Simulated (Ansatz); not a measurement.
## bond stretched by 0.8 Å, between Na atomic chains under bias

Wanted: I(V), the voltage drop and T(E, V).

Method: DFT PBE, plane waves, PAW; current against voltage, self-consistent under bias, in Ansatz 0.2.0.

## (1) The structure

The cell holds 24 atoms: 24 Na. Its edges and angles: a = 6.000 Å, b = 6.000 Å, c = 91.850 Å, α = 90.0°, β = 90.0°, γ = 90.0°. Electrodes: Na atomic chain; the apex atoms were set 4.150 Å apart. Regions: lower lead, 12 atoms (12 Na); upper lead, 12 atoms (12 Na). Vacuum lies along a, b and c.

## (2) The sweep under bias

Vacuum beyond both ends lets the two leads hold different Fermi levels, and the density is solved anew at each bias. Each lead has 12 atoms, since a wire screens slowly.

Contents of input.yaml:

```yaml
crystal:
  lattice:
    - [6.0, 0.0, 0.0]
    - [0.0, 6.0, 0.0]
    - [0.0, 0.0, 91.85]
  atoms:
    - { symbol: Na, position: [0.5, 0.5, 0.0] }
    - { symbol: Na, position: [0.5, 0.5, 0.03647251] }
    - { symbol: Na, position: [0.5, 0.5, 0.072945019] }
    - { symbol: Na, position: [0.5, 0.5, 0.109417529] }
    - { symbol: Na, position: [0.5, 0.5, 0.145890038] }
    - { symbol: Na, position: [0.5, 0.5, 0.182362548] }
    - { symbol: Na, position: [0.5, 0.5, 0.218835057] }
    - { symbol: Na, position: [0.5, 0.5, 0.255307567] }
    - { symbol: Na, position: [0.5, 0.5, 0.291780076] }
    - { symbol: Na, position: [0.5, 0.5, 0.328252586] }
    - { symbol: Na, position: [0.5, 0.5, 0.364725095] }
    - { symbol: Na, position: [0.5, 0.5, 0.401197605] }
    - { symbol: Na, position: [0.5, 0.5, 0.446379967] }
    - { symbol: Na, position: [0.5, 0.5, 0.482852477] }
    - { symbol: Na, position: [0.5, 0.5, 0.519324986] }
    - { symbol: Na, position: [0.5, 0.5, 0.555797496] }
    - { symbol: Na, position: [0.5, 0.5, 0.592270005] }
    - { symbol: Na, position: [0.5, 0.5, 0.628742515] }
    - { symbol: Na, position: [0.5, 0.5, 0.665215024] }
    - { symbol: Na, position: [0.5, 0.5, 0.701687534] }
    - { symbol: Na, position: [0.5, 0.5, 0.738160044] }
    - { symbol: Na, position: [0.5, 0.5, 0.774632553] }
    - { symbol: Na, position: [0.5, 0.5, 0.811105063] }
    - { symbol: Na, position: [0.5, 0.5, 0.847577572] }
kpoints:
  mp_grid: { grid: [1, 1, 1] }
scf:
  occupations: { method: fermi_dirac, width: 0.1 }
hamiltonian:
  xc: pbe
output:
  current_voltage:
    leads: [[5, 6], [17, 18]]
    bias: [0.3, 0.6, 1.0, 1.5]
    electrode_ends: [11, 12]
    kmesh: [1, 1]
  write_potential: true
  write_density: true
  volumetric_format: npy
basis:
  ecutwfc: "340 eV"
```

On the command line:

```
> ansatz run input.yaml --threads 4 --pin off --max-ram 16384MiB --backend cpu --events-out ev --progress --plain --runs-dir out
```

Numbers of over 12 decimals in the logs are rounded to 6 here.

Log:

```text
Warning: basis.ecutwfc = 340 eV is below the records' recommended 420 eV, and the density's cutoff is lower with it unless basis.ecutrho_ratio is high enough to keep the records' density cutoff: compare with a run at a higher cutoff
Engine: ansatz 0.2.0, aarch64-unknown-linux-gnu
Pseudopotentials: kind: paw
Pseudopotential: Na, paw, valence charge 9, recommended cutoff 420 eV (normal), Na.paw.azcp
Functional definition: PBE
  parameter kappa = 0.804
  parameter beta = 0.066725
  exchange = pbe_x(kappa = kappa, mu = beta*pi^2/3)
  correlation = pbe_c(beta = beta)
Crystal: 24 atoms, lattice volume = 3306.600 Å³
Basis set: ecut = 340 eV, 46801 PW (Γ)
Bands: 132, of which v1, the nominal top of the filled ones, is band 108 counted from 1 (107 counted from 0)
Symmetry: 16 space group operations
Space group: P4/mmm (ITA 123), of the structure as read, at distance tolerance 1.5e-4 Å
k-points: 1
Non-local potential: Na, projectors of the file, l = 0: 3, l = 1: 2, l = 2: 1
PAW form: soft (Blöchl's): semilocal exchange-correlation on the pseudo side does not see the compensation charge
PAW one-centre angular grid: Na, 110 points (default); XC on 64 Gauss nodes
Initial density: superposition of atomic densities (neutral atoms: chi_scale 0, normalization atom), corrected by the library's trained network
Initial wavefunctions: pseudopotential atomic-orbital guess
Functional: x = pbe(κ = 0.804, μ = 0.219515), c = pbe(β = 0.066725)
SCF iter   1: F=—  HF=-35670.588096 eV  |F-HF|=—  |Δ(HF+E_count)|=         —  Δρ=2.94e-3  dr2=2.66e1  ethr=1.77e-3  ⟨swp⟩=17.0  Hψ=797  notcnv=0
preconditioner: auto → LDOS  [metal: Δε(μ)=0.154 eV  Ē_g=2.523 eV  σ=0.100 eV  W_gap=0.37  n_scr=322 (ndim 8)  ℏωp=3.2 eV  f_vac=0.439  D(μ)=15.36/eV (n_scr^D=26)  β→1.0]
SCF iter   2: F=—  HF=-35670.303037 eV  |F-HF|=—  |Δ(HF+E_count)|=   2.85e-1  Δρ=1.42e-3  dr2=1.16e0  ethr=1.77e-3  ⟨swp⟩=5.0  Hψ=204  notcnv=0  defer=4
SCF iter   3: F=—  HF=-35670.292963 eV  |F-HF|=—  |Δ(HF+E_count)|=   1.01e-2  Δρ=6.68e-4  dr2=6.49e-2  ethr=5.37e-4  ⟨swp⟩=5.0  Hψ=190  notcnv=0  defer=4
SCF iter   4: F=—  HF=-35670.297846 eV  |F-HF|=—  |Δ(HF+E_count)|=   4.88e-3  Δρ=5.52e-4  dr2=9.53e-3  ethr=3.00e-5  ⟨swp⟩=4.0  Hψ=264  notcnv=0  defer=1
SCF iter   5: F=—  HF=-35670.294706 eV  |F-HF|=—  |Δ(HF+E_count)|=   3.14e-3  Δρ=9.96e-5  dr2=8.87e-4  ethr=4.41e-6  ⟨swp⟩=2.0  Hψ=221  notcnv=0  defer=1
SCF iter   6: F=—  HF=-35670.294803 eV  |F-HF|=—  |Δ(HF+E_count)|=   9.63e-5  Δρ=2.77e-5  dr2=1.66e-4  ethr=4.11e-7  ⟨swp⟩=2.0  Hψ=218  notcnv=0  defer=1
SCF iter   7: F=—  HF=-35670.294848 eV  |F-HF|=—  |Δ(HF+E_count)|=   4.58e-5  Δρ=1.09e-5  dr2=2.41e-5  ethr=7.70e-8  ⟨swp⟩=2.0  Hψ=145  notcnv=0  defer=1
SCF iter   8: F=—  HF=-35670.295003 eV  |F-HF|=—  |Δ(HF+E_count)|=   1.55e-4  Δρ=2.93e-6  dr2=1.69e-6  ethr=1.12e-8  ⟨swp⟩=2.0  Hψ=146  notcnv=0  defer=1
SCF iter   9: F=—  HF=-35670.295004 eV  |F-HF|=—  |Δ(HF+E_count)|=   1.00e-6  Δρ=9.96e-7  dr2=3.10e-7  ethr=7.83e-10  ⟨swp⟩=2.0  Hψ=149  notcnv=0  defer=1
SCF iter  10: F=-35670.295004 eV  HF=-35670.295004 eV  |F-HF|=7.28e-12  |Δ(HF+E_count)|=   2.53e-8  Δρ=3.81e-7  dr2=8.63e-9  ethr=4.63e-11  ⟨swp⟩=30.0  Hψ=781  notcnv=0
SCF 1 converged in 10 iterations: F = -35670.295004 eV  dr2 = 8.63e-9
  greatest PAW one-centre occupation: 1.000 electrons in one spin orbital (limit 2), on the Na atom at site 21 (counted from 0), in its partial waves of l = 0
bias +0 V, iteration  1: dr2 6.61e-3 eV, mean Fermi level -2.1376 eV
bias +0 V, iteration  2: dr2 5.71e-4 eV, mean Fermi level -2.1362 eV
bias +0 V, iteration  3: dr2 4.94e-5 eV, mean Fermi level -2.1365 eV
bias +0 V, iteration  4: dr2 8.12e-6 eV, mean Fermi level -2.1364 eV
bias +0 V, iteration  5: dr2 1.61e-7 eV, mean Fermi level -2.1363 eV
bias +0 V, iteration  6: dr2 2.94e-8 eV, mean Fermi level -2.1362 eV
bias +0.3 V, iteration  1: dr2 4.15e0 eV, mean Fermi level -2.1298 eV
bias +0.3 V, iteration  2: dr2 8.83e-2 eV, mean Fermi level -2.1342 eV
bias +0.3 V, iteration  3: dr2 1.07e-2 eV, mean Fermi level -2.1337 eV
bias +0.3 V, iteration  4: dr2 1.74e-4 eV, mean Fermi level -2.1338 eV
bias +0.3 V, iteration  5: dr2 1.53e-5 eV, mean Fermi level -2.1338 eV
bias +0.3 V, iteration  6: dr2 3.80e-6 eV, mean Fermi level -2.1338 eV
bias +0.3 V, iteration  7: dr2 5.20e-7 eV, mean Fermi level -2.1338 eV
bias +0.3 V, iteration  8: dr2 4.51e-8 eV, mean Fermi level -2.1338 eV
bias +0.6 V, iteration  1: dr2 1.71e-1 eV, mean Fermi level -2.1216 eV
bias +0.6 V, iteration  2: dr2 5.65e-3 eV, mean Fermi level -2.1230 eV
bias +0.6 V, iteration  3: dr2 1.43e-3 eV, mean Fermi level -2.1232 eV
bias +0.6 V, iteration  4: dr2 1.06e-4 eV, mean Fermi level -2.1232 eV
bias +0.6 V, iteration  5: dr2 4.98e-5 eV, mean Fermi level -2.1233 eV
bias +0.6 V, iteration  6: dr2 7.58e-6 eV, mean Fermi level -2.1233 eV
bias +0.6 V, iteration  7: dr2 2.53e-7 eV, mean Fermi level -2.1233 eV
bias +0.6 V, iteration  8: dr2 3.60e-8 eV, mean Fermi level -2.1233 eV
bias +1 V, iteration  1: dr2 2.90e-1 eV, mean Fermi level -2.0928 eV
bias +1 V, iteration  2: dr2 5.21e-2 eV, mean Fermi level -2.0959 eV
bias +1 V, iteration  3: dr2 1.24e-2 eV, mean Fermi level -2.0961 eV
bias +1 V, iteration  4: dr2 2.58e-3 eV, mean Fermi level -2.0959 eV
bias +1 V, iteration  5: dr2 5.78e-4 eV, mean Fermi level -2.0963 eV
bias +1 V, iteration  6: dr2 2.65e-5 eV, mean Fermi level -2.0964 eV
bias +1 V, iteration  7: dr2 2.28e-6 eV, mean Fermi level -2.0964 eV
bias +1 V, iteration  8: dr2 3.56e-6 eV, mean Fermi level -2.0964 eV
bias +1 V, iteration  9: dr2 3.61e-7 eV, mean Fermi level -2.0964 eV
bias +1 V, iteration 10: dr2 4.69e-7 eV, mean Fermi level -2.0964 eV
bias +1 V, iteration 11: dr2 1.12e-7 eV, mean Fermi level -2.0964 eV
bias +1 V, iteration 12: dr2 3.05e-8 eV, mean Fermi level -2.0964 eV
bias +1.5 V, iteration  1: dr2 1.42e0 eV, mean Fermi level -2.0341 eV
bias +1.5 V, iteration  2: dr2 4.10e-1 eV, mean Fermi level -2.0446 eV
bias +1.5 V, iteration  3: dr2 1.12e-1 eV, mean Fermi level -2.0400 eV
bias +1.5 V, iteration  4: dr2 4.85e-2 eV, mean Fermi level -2.0396 eV
bias +1.5 V, iteration  5: dr2 6.16e-3 eV, mean Fermi level -2.0417 eV
bias +1.5 V, iteration  6: dr2 2.16e-3 eV, mean Fermi level -2.0418 eV
bias +1.5 V, iteration  7: dr2 2.96e-3 eV, mean Fermi level -2.0420 eV
bias +1.5 V, iteration  8: dr2 1.07e-3 eV, mean Fermi level -2.0420 eV
bias +1.5 V, iteration  9: dr2 6.39e-5 eV, mean Fermi level -2.0420 eV
bias +1.5 V, iteration 10: dr2 1.78e-5 eV, mean Fermi level -2.0420 eV
bias +1.5 V, iteration 11: dr2 1.80e-6 eV, mean Fermi level -2.0420 eV
bias +1.5 V, iteration 12: dr2 9.62e-8 eV, mean Fermi level -2.0420 eV
transmission: 8 of 43 steps passed
transmission: 16 of 43 steps passed
[...]
transmission: 45 of 45 steps passed
WARN: The output density's exchange-correlation potential varies sharply where the density is thin. Do not read a vacuum level from v_tot or v_xc, or from such a field of the output density. On a cell that repeats whose density bears no net charge and no dipole along the vacuum's axis use v_es (v_loc + v_h of the components); under efield.dipole_correction with no amplitude use v_es + v_field, which holds any externa [...]
SCF converged after 10 iterations
Free energy (F): -35670.295004 eV
Harris-Foulkes:  -35670.295004 eV  (|F-HF|=7.28e-12)
Internal energy: -35669.778898 eV  (E = F + TS)
E sigma→0 (E₀):  -35670.036951 eV
Entropy (-TS):   -0.516107 eV (-21.504 meV/atom)
Fermi energy:    -2.131257 eV
--- Per-component energies (eV) ---
  E_band       = -6674.130022
  E_kinetic    = 2853.834030
  E_local      = -66566.193829  (includes V_loc(G=0)·N_el)
  E_nonlocal   = 2755.726842
  E_hartree    = 28198.827078
  E_xc         = -896.304408
  E_vxc        = -1150.890995  (∫ρ·V_xc dr)
  E_paw        = -6317.697816  (= ΣΔE_a)
  E_vpaw       = -964.263945  (= ΣTr[D̂ρ^β])
  E_aug_tail   = -0.000875  (compensation charges beyond the density's cutoff)
  E_ewald      = 4302.030080
  E_smearing   = -0.516107  (= −TS)
  E_closure    = -0.000000  (closes the sum)
  Σ components = -35670.295004   (vs F -35670.295004, Δ=0.00e0)
--- Band table (eV) ---
  k-point 0: bands = [... 104 lower, -2.5228, -2.4468, -2.3127, -2.2169, -2.0652, -1.9487, -1.7651, -1.6270, ... 20 higher]
--- Current–voltage curve ---
  leads      : [5, 6] from 0.00 to 36.85 and [17, 18] from 41.00 to 77.85 Å, reservoirs outside 23.45 and 54.40
  electrodes : end at 36.85 and 41.00 Å
  density    : 305 bands, filled at a thermal energy of 2.585e-2 eV; current at 300 K
  bias (V)   current (A)   every other point   every other energy   edges, levels   drop (V)   electrons moved   misfit (meV)   iterations
        +0      0.0000e0                   -             0.0000e0        0.0000e0     +0.000            0.00e0            9.3   6
      +0.3     2.1415e-5                   -            2.1415e-5        0.0000e0     +0.035           4.69e-3           30.9   8
      +0.6     4.2184e-5                   -            4.2184e-5        0.0000e0     +0.070           1.16e-2           42.1   8
        +1     6.9597e-5                   -            6.9597e-5        0.0000e0     +0.095           2.15e-2           33.5   12
      +1.5     1.0387e-4                   -            1.0387e-4      2.3293e-10     +0.138           3.17e-2           36.5   12
  At 0 V the conductance is 7.1740e-5 S, 1.9928e14 S/m².
  At 0.3, 0.6 V, more electrons lie in bound states, which couple to no lead and are filled by their side, than have moved since 0 V: before a thin film that holds them the field can be low. See output.current_voltage.electrode_ends.
```

Wall time 6.7 min (4 threads of Arm Neoverse V1, shared host); peak memory 3.7 GiB.

In the SCF lines HF is the Harris–Foulkes energy and dr2 the Hartree energy of the density residual, in eV; the loop may stop once dr2 is under the threshold and the program's other checks hold. Hψ counts applications of the Hamiltonian.

This step gave:

```
conductance at zero bias    : 0.9259 G₀
current at the highest bias : 103.9 μA
largest misfit of the leads : 42.08 meV
```

Cell area 36.000 Å^2. Current through one cell against bias:

```tsv
bias (V)	current through one cell (μA)
0.000	0
0.300	21.4
0.600	42.2
1.000	69.6
1.500	104
```

Bias 0 V. Transmission and channels at 0 V against energy, zero at the mean Fermi level:

```tsv
energy (eV)	transmission	channels, lower lead	channels, upper lead
-0.259	0.886	1	1
-0.233	0.895	1	1
-0.207	0.902	1	1
-0.181	0.908	1	1
-0.155	0.913	1	1
-0.129	0.917	1	1
-0.103	0.920	1	1
-0.078	0.923	1	1
-0.052	0.924	1	1
-0.026	0.926	1	1
0.000	0.927	1	1
0.026	0.927	1	1
0.052	0.927	1	1
0.078	0.927	1	1
0.103	0.927	1	1
0.129	0.926	1	1
0.155	0.926	1	1
0.181	0.925	1	1
0.207	0.924	1	1
0.233	0.924	1	1
0.259	0.924	1	1
```

Bias 0.6 V. Table of transmission and channels at 0.6 V by energy, zero at the mean Fermi level:

```tsv
energy (eV)	transmission	channels, lower lead	channels, upper lead
-0.569	0.751	1	1
-0.517	0.799	1	1
-0.465	0.837	1	1
-0.414	0.864	1	1
-0.362	0.882	1	1
-0.310	0.893	1	1
-0.233	0.900	1	1
-0.181	0.901	1	1
-0.129	0.902	1	1
-0.078	0.903	1	1
-0.026	0.904	1	1
0.000	0.905	1	1
0.026	0.906	1	1
0.078	0.909	1	1
0.129	0.912	1	1
0.181	0.915	1	1
0.233	0.919	1	1
0.310	0.925	1	1
0.362	0.929	1	1
0.414	0.933	1	1
0.465	0.936	1	1
0.517	0.940	1	1
0.569	0.944	1	1
```

Bias 1.5 V. Table of transmission and channels at 1.5 V by energy, zero at the mean Fermi level:

```tsv
energy (eV)	transmission	channels, lower lead	channels, upper lead
-1.034	0	0	1
-0.957	0	0	1
-0.879	0.595	1	1
-0.827	0.712	1	1
-0.750	0.810	1	1
-0.672	0.845	1	1
-0.595	0.850	1	1
-0.543	0.846	1	1
-0.465	0.837	1	1
-0.388	0.834	1	1
-0.310	0.837	1	1
-0.259	0.844	1	1
-0.181	0.858	1	1
-0.103	0.874	1	1
-0.026	0.889	1	1
0.000	0.894	1	1
0.026	0.899	1	1
0.103	0.911	1	1
0.181	0.922	1	1
0.259	0.931	1	1
0.310	0.936	1	1
0.388	0.943	1	1
0.465	0.950	1	1
0.543	0.956	1	1
0.595	0.960	1	1
0.672	0.965	1	1
0.750	0.970	1	1
0.827	0.975	1	1
0.879	0.978	1	1
0.957	0.982	1	1
1.034	0.985	1	1
```

The Hartree potential energy less that at 0 V, planar mean (0.3 V) oscillates, so the rows of the table below give means over windows of 5 Å about each position, cut where the curve ends. Its maxima inside the range that stand out by 2 % of the span (Å: eV): -0.5: 0.153, 18.2: 0.0209, 23.8: 0.0250, 30.2: 0.0263, 36.7: 0.0266, 44.4: 0.00451, 51.4: 0.00293, 60.1: -0.00723, 66.5: -0.0431. Its minima: 16.1: 0.0111, 21.1: -0.00362, 27.2: -0.00955, 33.5: -0.00904, 40.7: -0.0336, 47.8: -0.0281, 55.4: -0.0274, 64.2: -0.0542, 77.8: -0.143.

Table of Hartree potential energy less that at 0 V, planar mean by z; means over each step:

```tsv
z (Å)	0.3 V (eV)	0.6 V (eV)	1 V (eV)	1.5 V (eV)
-5	0.0710	0.155	0.283	0.474
0	0.145	0.305	0.530	0.839
5	0.117	0.256	0.459	0.755
10	0.0633	0.142	0.250	0.435
15	0.0259	0.0624	0.0967	0.108
20	0.00854	0.0269	0.0453	0.0365
25	0.0101	0.0216	0.0288	-0.00259
30	0.0130	0.0159	0.0160	-0.00110
35	0.00850	0.00801	0.00999	-0.0110
40	-0.0167	-0.0431	-0.0903	-0.163
45	-0.00696	-0.00971	-0.0314	-0.0712
50	-0.0109	-0.0374	-0.0953	-0.169
55	-0.0194	-0.0482	-0.0833	-0.147
60	-0.0135	-0.0503	-0.106	-0.191
65	-0.0476	-0.113	-0.200	-0.311
70	-0.0885	-0.186	-0.312	-0.467
75	-0.123	-0.246	-0.402	-0.583
80	-0.115	-0.221	-0.346	-0.473
```

The electron density less that at 0 V, planar mean (0.3 V) oscillates, so the rows of the table below give means over windows of 5 Å about each position, cut where the curve ends. Its maxima inside the range that stand out by 2 % of the span (Å: e/Å³): -1.1: 7.0e-5, 7.2: 3.4e-5, 12.5: 4.4e-5, 18.5: 8.5e-5, 24.1: 9.0e-5, 30.5: 8.9e-5, 36.7: 9.7e-5, 43.8: 6.7e-5, 51.8: 6.0e-5, 57.5: 1.7e-5, 61.2: 5.6e-5, 66.8: 7.7e-5, 73.2: 4.6e-5. Its minima: 2.9: -8.2e-6, 9.7: -4.9e-5, 15.8: -7.0e-5, 21.1: -9.9e-5, 27.5: -9.2e-5, 33.5: -9.3e-5, 40.1: -9.8e-5, 47.8: -6.3e-5, 55.1: -5.5e-5, 58.8: 3.6e-6, 63.7: -7.4e-5, 70.1: -6.8e-5, 79.1: -6.3e-5.

The electron density less that at 0 V, planar mean by z; means over each step:

```tsv
z (Å)	0.3 V (e/Å³)	0.6 V (e/Å³)	1 V (e/Å³)	1.5 V (e/Å³)
-5	7.5e-6	1.5e-5	2.6e-5	4.0e-5
0	3.3e-5	6.5e-5	1.0e-4	1.4e-4
5	8.9e-6	2.2e-5	4.5e-5	7.0e-5
10	-1.2e-5	-2.8e-5	-3.6e-5	-7.8e-6
15	-1.3e-5	-3.0e-5	-4.4e-5	-1.0e-4
20	-9.2e-6	-3.3e-6	1.4e-5	2.6e-5
25	1.0e-5	3.2e-5	4.0e-5	1.7e-5
30	2.3e-5	3.4e-5	2.9e-5	4.7e-5
35	5.5e-9	-1.3e-5	-2.8e-5	-4.3e-5
40	-3.5e-5	-7.9e-5	-1.2e-4	-1.5e-4
45	2.3e-5	7.3e-5	1.3e-4	1.9e-4
50	5.8e-6	-8.0e-6	-5.4e-5	-8.5e-5
55	-1.6e-5	-2.3e-5	-6.1e-6	2.5e-5
60	2.6e-5	4.2e-5	5.1e-5	4.9e-5
65	-6.6e-6	-1.8e-5	-1.9e-5	-7.8e-6
70	-1.4e-5	-2.7e-5	-3.9e-5	-6.4e-5
75	3.2e-6	1.2e-5	2.0e-5	1.4e-5
80	-3.3e-5	-6.4e-5	-1.0e-4	-1.5e-4
```

By hand: at 1.5 V the window reaches from -0.75 to 0.75 eV, and the mean transmission a spin over it is 0.894. With sharp Fermi edges I = G0 × V × T̄ = 77.48 μS × 1.5 V × 0.894 = 104 μA, against 104 μA from the program at 300 K.

The zero-bias conductance is 0.926 G₀; current over voltage goes 0.921 at +0.3 V, 0.907 at +0.6 V, 0.898 at +1 V and 0.894 at +1.5 V in the same unit. The leads' misfit reaches 42 meV.

## (3) Current against voltage

This step: DFT PBE, plane waves, PAW; current against voltage, self-consistent under bias; changed: scf.mixing = {"algorithm": "anderson", "beta": 1.5, "ndim": 1, "preconditioner": "none"}, scf.max_iter = 100 (Ansatz 0.2.0).

The input of the bias sweep is made doubtful on purpose.

input.yaml: that of step 2 with these lines changed.

```diff
@@ -34,2 +34,4 @@
   occupations: { method: fermi_dirac, width: 0.1 }
+  mixing: { algorithm: anderson, beta: 1.5, ndim: 1, preconditioner: none }
+  max_iter: 100
 hamiltonian:
```

Log:

```text
Error: invalid value for `scf.mixing.beta`: must be finite and in (0, 1]; got 1.5
```

It took 0.02 s on 4 threads; peak memory 0.032 GiB.

The program refused the input before any cycle.

The program's message: “Error: invalid value for `scf.mixing.beta`: must be finite and in (0, 1]; got 1.5”

The change that led to it: scf.mixing.

## (4) Summary of results

```json
{"conductance at zero bias": "0.926 G₀", "current at +0.3 V": "21.4 μA", "current at +0.6 V": "42.2 μA", "current at +1 V": "69.6 μA", "current at +1.5 V": "104 μA"}
```

The junction conducts 0.926 G₀ at zero bias and carries 104 μA at 1.50 V. At 1.50 V the current is 0.97 times what the zero-bias conductance would give; over all biases of the sweep that ratio lies between 0.97 and 1.00, so the junction is nearly ohmic. Of the 1.50 V, 0.14 V drops at the junction and the rest at the reservoirs. A wire screens slowly, so the current depends on the leads' length and the box width; neither was converged here. Transport is coherent and elastic here: the atoms are frozen, so scattering by vibrations plays no part. The box is narrow for bonds this long, so the chain feels its sideways images. A cutoff under the files' recommended one was taken to save time; its effect on T(E) was not tested here.

[Logs are printed without paths, hosts, clocks, repeated set-up lines and the standing remarks that a program may print on its own settings, such as how far it seeks lower states.]

[Hosts, paths, dates, database ids (printed as entryN), source tags and the programs' standing remarks are cut or masked in the printed files.]
